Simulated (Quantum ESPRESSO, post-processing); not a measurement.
# CaO(001): a series in the number of layers, part 12 of 12

What law, if any, do the results for CaO(001) follow against the number of layers?

Quantum ESPRESSO 7.5; plane-wave DFT, PBE, GBRV ultrasoft pseudopotentials.

So far. Step 11 (Potential by pp.x, 3 layers): The slope in the vacuum is 0.100 eV/Å for an applied 0.10 V/Å, as it should be. Step 13 (Relaxation with pw.x, 4 layers): The relaxation lowers the energy by 2 meV an atom.

### 23. SCF with pw.x, 9 layers: field 0.1 V/Å

File m6.f1.in:

```
&control
  prefix = 'm6.f1'
  outdir = './out'
  pseudo_dir = './pseudo'
  calculation = 'scf'
  tprnfor = .true.
  tefield = .true.
  dipfield = .true.
/
&system
  ibrav = 0
  nat = 18
  ntyp = 2
  ecutwfc = 40
  ecutrho = 200
  occupations = 'fixed'
  edir = 3
  emaxpos = 0.97
  eopreg = 0.04
  eamp = 0.00194469
  nbnd = 76
/
&electrons
  conv_thr = 1e-09
  mixing_beta = 0.4
  electron_maxstep = 120
  mixing_mode = 'plain'
  startingpot = 'file'
/
ATOMIC_SPECIES
  Ca  40.0780  ca_pbe_v1.uspp.F.UPF
  O   15.9990  o_pbe_v1.2.uspp.F.UPF
CELL_PARAMETERS angstrom
  3.41506535100000 0.00000000000000 0.00000000000000
  0.00000000000000 3.41506535100000 0.00000000000000
  0.00000000000000 0.00000000000000 35.28419686849587
ATOMIC_POSITIONS crystal
  Ca  0.000000000000 0.000000000000 0.227084638300
  O   0.500000000000 0.500000000000 0.227582409100
  Ca  0.500000000000 0.500000000000 0.294476814100
  O   0.000000000000 0.000000000000 0.294215979900
  Ca  0.000000000000 0.000000000000 0.363032685400
  O   0.500000000000 0.500000000000 0.363126881800
  Ca  0.500000000000 0.500000000000 0.431519747200
  O   0.000000000000 0.000000000000 0.431497326300
  Ca  0.000000000000 0.000000000000 0.500000000000
  O   0.500000000000 0.500000000000 0.500000000000
  Ca  0.500000000000 0.500000000000 0.568480252800
  O   0.000000000000 0.000000000000 0.568502673700
  Ca  0.000000000000 0.000000000000 0.636967314600
  O   0.500000000000 0.500000000000 0.636873118200
  Ca  0.500000000000 0.500000000000 0.705523185900
  O   0.000000000000 0.000000000000 0.705784020100
  Ca  0.000000000000 0.000000000000 0.772915361700
  O   0.500000000000 0.500000000000 0.772417590900
K_POINTS automatic
  4 4 1 0 0 0
```

Launch:

```sh
$ cp -r out/m6.f0.save out/m6.f1.save
$ OMP_NUM_THREADS=1 mpirun -n 4 pw.x -nk 1 -in m6.f1.in > m6.f1.out
```

What it wrote:

```text
[banner, memory and clock lines left out]
Program PWSCF v.7.5 starts
[...]
number of electrons       =       144.00
     number of Kohn-Sham states=           76
     kinetic-energy cutoff     =      40.0000  Ry
     charge density cutoff     =     200.0000  Ry
[...]
number of k points=    10
[...]
Dense  grid:   132805 G-vectors     FFT dimensions: (  30,  30, 320)
[...]
The initial density is read from file :
[...]
negative rho (up, down):  3.084E-04 0.000E+00
[...]
Starting wfcs are  126 randomized atomic wfcs
[...]
negative rho (up, down):  3.069E-04 0.000E+00
[...]
estimated scf accuracy    <       0.00483225 Ry
[...]
negative rho (up, down):  3.074E-04 0.000E+00
[...]
estimated scf accuracy    <       0.00153634 Ry
[...]
negative rho (up, down):  3.075E-04 0.000E+00
[...]
estimated scf accuracy    <       0.00003038 Ry
[...]
negative rho (up, down):  3.076E-04 0.000E+00
[...]
estimated scf accuracy    <       0.00000441 Ry
[...]
negative rho (up, down):  3.077E-04 0.000E+00
[...]
estimated scf accuracy    <       0.00000042 Ry
[...]
negative rho (up, down):  3.078E-04 0.000E+00
[...]
estimated scf accuracy    <       0.00000028 Ry
[...]
negative rho (up, down):  3.078E-04 0.000E+00
[...]
estimated scf accuracy    <          6.3E-09 Ry
[...]
negative rho (up, down):  3.079E-04 0.000E+00
[...]
estimated scf accuracy    <       0.00000002 Ry
[...]
negative rho (up, down):  3.079E-04 0.000E+00
[...]
Computed dipole along edir(3) :
        Dipole                0.2065 Ry au,          0.5248 Debye
        Dipole field          0.0009 Ry au,
        E field amplitude [Ha a.u.]:  1.9447E-03
        Potential amp.        0.1293 Ry
        Total length         64.0104 bohr
[...]
highest occupied, lowest unoccupied level (ev):     3.4615    5.7906
!    total energy              =    -967.55420519 Ry
     estimated scf accuracy    <          2.6E-10 Ry
[...]
one-electron contribution =  -10697.28796044 Ry
     hartree contribution      =    5394.80893879 Ry
     xc contribution           =    -174.34608979 Ry
     ewald contribution        =    4509.27151641 Ry
     electric field correction =      -0.00061016 Ry
     convergence has been achieved in   9 iterations
     negative rho (up, down):  3.079E-04 0.000E+00
[...]
Total force =     0.009905     Total SCF correction =     0.000029
[...]
```

It took 87 s on 4 MPI ranks of Arm Neoverse V1, shared host; peak memory 0.59 GiB.

Read from the output:

- free energy: -13164.2456 eV
- dipole along the normal: 0.1093 e·Å
- valence top, on the run's zero: 3.462 eV
- conduction bottom, on the run's zero: 5.791 eV
- gap by band count: 2.329 eV

### 24. Relaxation with pw.x, 9 layers: field 0.1 V/Å

m6.r1.in is the input of step 23 with these lines changed:

```diff
@@ -1,9 +1,11 @@
 &control
-  prefix = 'm6.f1'
+  prefix = 'm6.r1'
   outdir = './out'
   pseudo_dir = './pseudo'
-  calculation = 'scf'
-  tprnfor = .true.
+  nstep = 90
+  forc_conv_thr = 6e-05
+  calculation = 'relax'
   tefield = .true.
   dipfield = .true.
+  etot_conv_thr = 1e-07
 /
@@ -20,10 +22,9 @@
   eamp = 0.00194469
-  nbnd = 76
 /
 &electrons
-  conv_thr = 1e-09
+  conv_thr = 1e-10
   mixing_beta = 0.4
   electron_maxstep = 120
-  mixing_mode = 'plain'
-  startingpot = 'file'
+/
+&ions
 /
```

Launch:

```sh
$ OMP_NUM_THREADS=1 mpirun -n 4 pw.x -nk 1 -in m6.r1.in > m6.r1.out
```

What it wrote:

```text
[banner, memory and clock lines left out]
Program PWSCF v.7.5 starts
[...]
number of electrons       =       144.00
     number of Kohn-Sham states=           72
     kinetic-energy cutoff     =      40.0000  Ry
     charge density cutoff     =     200.0000  Ry
[...]
number of k points=    10
[...]
Dense  grid:   132805 G-vectors     FFT dimensions: (  30,  30, 320)
[...]
negative rho (up, down):  1.543E-04 0.000E+00
[...]
Starting wfcs are  126 randomized atomic wfcs
[...]
negative rho (up, down):  1.014E-04 0.000E+00
[...]
estimated scf accuracy    <       5.11633862 Ry
[...]
negative rho (up, down):  1.498E-04 0.000E+00
[...]
estimated scf accuracy    <       0.89893186 Ry
[...]
negative rho (up, down):  2.973E-04 0.000E+00
[...]
estimated scf accuracy    <       0.09956436 Ry
[...]
negative rho (up, down):  3.136E-04 0.000E+00
[...]
estimated scf accuracy    <       0.17328212 Ry
[...]
negative rho (up, down):  3.046E-04 0.000E+00
[...]
estimated scf accuracy    <       0.00155896 Ry
[...]
negative rho (up, down):  3.045E-04 0.000E+00
[...]
estimated scf accuracy    <       0.01863625 Ry
[...]
negative rho (up, down):  3.081E-04 0.000E+00
[...]
estimated scf accuracy    <       0.00045327 Ry
[...]
negative rho (up, down):  3.068E-04 0.000E+00
[...]
estimated scf accuracy    <       0.00105295 Ry
[...]
negative rho (up, down):  3.067E-04 0.000E+00
[...]
estimated scf accuracy    <       0.00012206 Ry
[...]
negative rho (up, down):  3.070E-04 0.000E+00
[...]
estimated scf accuracy    <       0.00001587 Ry
[...]
negative rho (up, down):  3.073E-04 0.000E+00
[...]
estimated scf accuracy    <       0.00000037 Ry
[...]
negative rho (up, down):  3.075E-04 0.000E+00
[...]
estimated scf accuracy    <       0.00000014 Ry
[...]
negative rho (up, down):  3.077E-04 0.000E+00
[...]
estimated scf accuracy    <          4.8E-09 Ry
[...]
negative rho (up, down):  3.078E-04 0.000E+00
[...]
estimated scf accuracy    <       0.00000002 Ry
[...]
negative rho (up, down):  3.078E-04 0.000E+00
[...]
estimated scf accuracy    <          2.3E-10 Ry
[...]
negative rho (up, down):  3.078E-04 0.000E+00
[...]
estimated scf accuracy    <          1.5E-10 Ry
[...]
negative rho (up, down):  3.079E-04 0.000E+00
[...]
highest occupied level (ev):     3.4616
!    total energy              =    -967.55420519 Ry
     estimated scf accuracy    <          9.7E-12 Ry
[...]
one-electron contribution =  -10697.28804491 Ry
     hartree contribution      =    5394.80900368 Ry
     xc contribution           =    -174.34607028 Ry
     ewald contribution        =    4509.27151641 Ry
     electric field correction =      -0.00061009 Ry
     convergence has been achieved in  17 iterations
     negative rho (up, down):  3.079E-04 0.000E+00
[...]
Total force =     0.009919     Total SCF correction =     0.000006
[...]
negative rho (up, down):  3.075E-04 0.000E+00
[...]
negative rho (up, down):  3.076E-04 0.000E+00
[...]
estimated scf accuracy    <       0.00007483 Ry
[...]
negative rho (up, down):  3.077E-04 0.000E+00
[...]
estimated scf accuracy    <       0.00002323 Ry
[...]
negative rho (up, down):  3.078E-04 0.000E+00
[...]
estimated scf accuracy    <       0.00000110 Ry
[...]
negative rho (up, down):  3.079E-04 0.000E+00
[...]
estimated scf accuracy    <       0.00000096 Ry
[...]
negative rho (up, down):  3.079E-04 0.000E+00
[...]
estimated scf accuracy    <       0.00000006 Ry
[...]
negative rho (up, down):  3.079E-04 0.000E+00
[...]
estimated scf accuracy    <       0.00000010 Ry
[...]
negative rho (up, down):  3.079E-04 0.000E+00
[...]
estimated scf accuracy    <          3.4E-10 Ry
[...]
negative rho (up, down):  3.079E-04 0.000E+00
[...]
estimated scf accuracy    <          7.9E-10 Ry
[...]
negative rho (up, down):  3.079E-04 0.000E+00
[...]
highest occupied level (ev):     3.3663
!    total energy              =    -967.55428010 Ry
     estimated scf accuracy    <          1.1E-11 Ry
[...]
one-electron contribution =  -10697.28352401 Ry
     hartree contribution      =    5394.80782410 Ry
     xc contribution           =    -174.34613441 Ry
     ewald contribution        =    4509.26821256 Ry
     electric field correction =      -0.00065834 Ry
     convergence has been achieved in   9 iterations
     negative rho (up, down):  3.079E-04 0.000E+00
[...]
Total force =     0.005206     Total SCF correction =     0.000010
[...]
negative rho (up, down):  3.075E-04 0.000E+00
[...]
negative rho (up, down):  3.076E-04 0.000E+00
[...]
estimated scf accuracy    <       0.00007815 Ry
[...]
negative rho (up, down):  3.077E-04 0.000E+00
[...]
estimated scf accuracy    <       0.00002433 Ry
[...]
negative rho (up, down):  3.079E-04 0.000E+00
[...]
estimated scf accuracy    <       0.00000116 Ry
[...]
negative rho (up, down):  3.079E-04 0.000E+00
[...]
estimated scf accuracy    <       0.00000096 Ry
[...]
negative rho (up, down):  3.080E-04 0.000E+00
[...]
estimated scf accuracy    <       0.00000007 Ry
[...]
negative rho (up, down):  3.080E-04 0.000E+00
[...]
estimated scf accuracy    <       0.00000008 Ry
[...]
negative rho (up, down):  3.080E-04 0.000E+00
[...]
estimated scf accuracy    <          1.2E-09 Ry
[...]
negative rho (up, down):  3.080E-04 0.000E+00
[...]
estimated scf accuracy    <          7.6E-10 Ry
[...]
negative rho (up, down):  3.080E-04 0.000E+00
[...]
estimated scf accuracy    <          6.9E-11 Ry
[...]
negative rho (up, down):  3.080E-04 0.000E+00
[...]
estimated scf accuracy    <          6.1E-11 Ry
[...]
negative rho (up, down):  3.080E-04 0.000E+00
[...]
estimated scf accuracy    <          2.3E-11 Ry
[...]
negative rho (up, down):  3.080E-04 0.000E+00
[...]
highest occupied level (ev):     3.2703
!    total energy              =    -967.55430905 Ry
     estimated scf accuracy    <          4.9E-13 Ry
[...]
one-electron contribution =  -10697.27552195 Ry
     hartree contribution      =    5394.80472897 Ry
     xc contribution           =    -174.34619868 Ry
     ewald contribution        =    4509.26338479 Ry
     electric field correction =      -0.00070217 Ry
     convergence has been achieved in  12 iterations
     negative rho (up, down):  3.080E-04 0.000E+00
[...]
Total force =     0.000804     Total SCF correction =     0.000003
[...]
negative rho (up, down):  3.079E-04 0.000E+00
[...]
negative rho (up, down):  3.079E-04 0.000E+00
[...]
estimated scf accuracy    <       0.00000053 Ry
[...]
negative rho (up, down):  3.080E-04 0.000E+00
[...]
estimated scf accuracy    <       0.00000013 Ry
[...]
negative rho (up, down):  3.080E-04 0.000E+00
[...]
estimated scf accuracy    <          9.6E-09 Ry
[...]
negative rho (up, down):  3.080E-04 0.000E+00
[...]
estimated scf accuracy    <          5.2E-09 Ry
[...]
negative rho (up, down):  3.080E-04 0.000E+00
[...]
estimated scf accuracy    <          4.8E-10 Ry
[...]
negative rho (up, down):  3.080E-04 0.000E+00
[...]
estimated scf accuracy    <          3.2E-10 Ry
[...]
negative rho (up, down):  3.080E-04 0.000E+00
[...]
estimated scf accuracy    <          1.5E-11 Ry
[...]
negative rho (up, down):  3.080E-04 0.000E+00
[...]
highest occupied level (ev):     3.2638
!    total energy              =    -967.55430971 Ry
     estimated scf accuracy    <          5.7E-12 Ry
[...]
one-electron contribution =  -10697.26759871 Ry
     hartree contribution      =    5394.80082646 Ry
     xc contribution           =    -174.34619932 Ry
     ewald contribution        =    4509.25936755 Ry
     electric field correction =      -0.00070569 Ry
     convergence has been achieved in   8 iterations
     negative rho (up, down):  3.080E-04 0.000E+00
[...]
Total force =     0.000542     Total SCF correction =     0.000015
[...]
negative rho (up, down):  3.079E-04 0.000E+00
[...]
negative rho (up, down):  3.079E-04 0.000E+00
[...]
estimated scf accuracy    <       0.00000025 Ry
[...]
negative rho (up, down):  3.080E-04 0.000E+00
[...]
estimated scf accuracy    <       0.00000003 Ry
[...]
negative rho (up, down):  3.080E-04 0.000E+00
[...]
estimated scf accuracy    <          4.7E-09 Ry
[...]
negative rho (up, down):  3.080E-04 0.000E+00
[...]
estimated scf accuracy    <          9.5E-10 Ry
[...]
negative rho (up, down):  3.080E-04 0.000E+00
[...]
estimated scf accuracy    <          1.3E-10 Ry
[...]
negative rho (up, down):  3.080E-04 0.000E+00
[...]
estimated scf accuracy    <          3.0E-11 Ry
[...]
negative rho (up, down):  3.080E-04 0.000E+00
[...]
highest occupied level (ev):     3.2628
!    total energy              =    -967.55431014 Ry
     estimated scf accuracy    <          1.4E-12 Ry
[...]
one-electron contribution =  -10697.25034609 Ry
     hartree contribution      =    5394.79225255 Ry
     xc contribution           =    -174.34619083 Ry
     ewald contribution        =    4509.25068143 Ry
     electric field correction =      -0.00070720 Ry
     convergence has been achieved in   7 iterations
     negative rho (up, down):  3.080E-04 0.000E+00
[...]
Total force =     0.000268     Total SCF correction =     0.000005
[...]
negative rho (up, down):  3.080E-04 0.000E+00
[...]
negative rho (up, down):  3.080E-04 0.000E+00
[...]
estimated scf accuracy    <       0.00000008 Ry
[...]
negative rho (up, down):  3.080E-04 0.000E+00
[...]
estimated scf accuracy    <       0.00000002 Ry
[...]
negative rho (up, down):  3.080E-04 0.000E+00
[...]
estimated scf accuracy    <          1.4E-09 Ry
[...]
negative rho (up, down):  3.080E-04 0.000E+00
[...]
estimated scf accuracy    <          3.7E-10 Ry
[...]
negative rho (up, down):  3.080E-04 0.000E+00
[...]
estimated scf accuracy    <          3.0E-11 Ry
[...]
negative rho (up, down):  3.080E-04 0.000E+00
[...]
estimated scf accuracy    <          6.4E-12 Ry
[...]
negative rho (up, down):  3.080E-04 0.000E+00
[...]
Total length         64.0104 bohr
[...]
highest occupied level (ev):     3.2654
!    total energy              =    -967.55431023 Ry
     estimated scf accuracy    <          4.6E-13 Ry
[...]
one-electron contribution =  -10697.23619899 Ry
     hartree contribution      =    5394.78516272 Ry
     xc contribution           =    -174.34618098 Ry
     ewald contribution        =    4509.24361362 Ry
     electric field correction =      -0.00070660 Ry
     convergence has been achieved in   7 iterations
     negative rho (up, down):  3.080E-04 0.000E+00
[...]
Total force =     0.000109     Total SCF correction =     0.000003
[...]
negative rho (up, down):  3.080E-04 0.000E+00
[...]
Computed dipole along edir(3) :
        Dipole                0.2608 Ry au,          0.6629 Debye
        Dipole field          0.0012 Ry au,
        E field amplitude [Ha a.u.]:  1.9447E-03
        Potential amp.        0.0979 Ry
```

Elapsed: 8.3 min, on 4 MPI ranks; peak memory 0.85 GiB; 33 min of CPU time.

No atom moved by 0.005 Å in the relaxation.

Numbers from this step:

| Item | Value |
| --- | --- |
| free energy | -13164.2470 eV |
| dipole along the normal | 0.1378 e·Å |
| valence top, on the run's zero | 3.267 eV |

### 25. The series side by side

The series in one table:

| the number of layers | 4πα/A, ions held (Å) | 4πα/A, ions free (Å) | gap on the mesh (eV) | vacuum level over the valence top (eV) | energy (eV) |
| --- | --- | --- | --- | --- | --- |
| 3 layers | 6.273 | 7.788 | 2.805 | 4.049 | -4387.4515 |
| 4 layers | 8.06 | 10.02 | 2.87 | 4.048 | -5850.2556 |
| 5 layers | 9.841 | 12.31 | 2.916 | 4.066 | -7313.0513 |
| 6 layers | 11.62 | 14.58 | 2.934 | 4.07 | -8775.8488 |
| 7 layers | 13.4 | 16.86 | 2.946 | 4.073 | -10238.6459 |
| 8 layers | 15.18 | 19.13 | 2.951 | 4.075 | -11701.4430 |
| 9 layers | 16.96 | 21.4 | 2.952 | 4.075 | -13164.2401 |

### 26. The arithmetic

4πα/A grows by 0.737 Å for each Å of thickness (clamped-ion); 1 − 1/ε = 0.737 gives ε = 3.8.

4πα/A grows by 0.940 Å for each Å of thickness (relaxed-ion); 1 − 1/ε = 0.940 gives ε = 16.7.

### 27. What came out

```yaml
clamped_ion_eps_from_the_slope_of_4pi_alpha_a_against_thickness: 3.8
relaxed_ion_eps_from_the_slope_of_4pi_alpha_a_against_thickness: 16.6
gap_at_9_layers: 2.95 eV
```

The series holds 7 members; clamped-ion ε from the slope of 4πα/A against thickness: 3.8; relaxed-ion ε from the slope of 4πα/A against thickness: 16.6; gap at 9 layers: 2.95 eV (PBE, GBRV ultrasoft). So near one, the relaxed-ion slope is touchy: 0.01 in it moves ε by 2.8. The gap goes from 2.80 to 2.95 eV as the slab grows from 4.8 to 19.3 Å; the bulk has 3.66 eV on its mesh, which the slab undercuts, so surface states set its edges. Surface layers answer otherwise than the interior, so permittivities come from the slope against thickness; semilocal gaps overscreen; 1×1 cells forbid distortions that need a larger cell.

[Logs are printed without paths, hosts, clocks, repeated set-up lines and the standing remarks that a program may print on its own settings, such as how far it seeks lower states.]

[Hosts, paths, dates, database ids (printed as entryN), source tags and the programs' standing remarks are cut or masked in the printed files.]

[Maps of the electrostatic potential energy from Ansatz leave out the sawtooth potential of an applied field or a dipole correction, so their vacuum need not be flat; planar profiles and work functions include it.]
